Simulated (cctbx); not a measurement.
# Symmetry from intensities

Cell: a = 11.0120 Å, b = 4.0860 Å, c = 11.3020 Å, α = 90.00°, β = 103.20°, γ = 90.00°. Expected content of the cell: Lu2 Yb4 Er2 S12.

The data are simulated with cctbx, not measured: synchrotron X-rays, λ = 0.6889 Å, to d = 0.65 Å, 70 % of the full sphere, strongest reflection 40000 counts, noise from counting, a 1.5 % proportional error and a noise floor of 15 counts (s.d.); no absorption, some extinction.

A first pass over the reflections prints:

```text
5340 reflections to d = 0.650 A
centring   violations  <I/sigma> of those
    A       2175 of  2688     21.5
    B       2178 of  2684     21.4
    C       2187 of  2686     21.3
    I       2078 of  2709     19.2
    R       2893 of  3556     21.4
    F       3270 of  4029     21.4
Laue class    unique    Rint  (classes that these axes allow; Friedel mates merged)
P -1             3460   0.017
P 1 2/m 1        2074   0.019
space group    extra absences  I>4sigma  <I/sigma>
P 1 2 1                 0          0         -  acentric
P 1 21 1                4          0      -0.2  acentric
P 1 m 1                 0          0         -  acentric
P 1 2/m 1               0          0         -  centric
P 1 21/m 1              4          0      -0.2  centric
Wilson B = 0.37 A^2   <|E^2-1|> = 0.873 (0.968 centric, 0.736 acentric)   E^2>4: 3.0 %
shell (A)         n   <I/sigma>
11.00 - 1.30    286     38.9
 1.30 - 1.03    251     37.7
 1.03 - 0.90    267     30.3
 0.90 - 0.82    247     34.5
 0.82 - 0.76    263     29.5
 0.76 - 0.72    255     29.0
 0.72 - 0.68    238     24.0
 0.68 - 0.65    267     23.7
```

**Question.** What are the lattice type, the Laue class and the likely space group?

Every centring test has many violations, so the lattice is primitive.

Rint stays low (0.017 to 0.019) up to P 1 2/m 1, the highest class in these axes.

5 settings pass the absence test. The most absences obeyed, 4, belong to P 1 21 1 and P 1 21/m 1, which absences can't tell apart.

⟨|E²−1|⟩ = 0.873 lies between the two ideal values. The Wilson B of 0.37 Å² means U ≈ 0.0047 Å².

The true group is P2_1/m (no. 11), Laue class 2/m, centrosymmetric. The tables only narrow the choice to the tied entries; cell content, site symmetry and trial solutions must settle it.

The model is made up (kin elements in a known structure type, no relaxation), so it says nothing on whether the phase exists.

[Logs are printed without paths, hosts, clocks, repeated set-up lines and the standing remarks that a program may print on its own settings, such as how far it seeks lower states.]
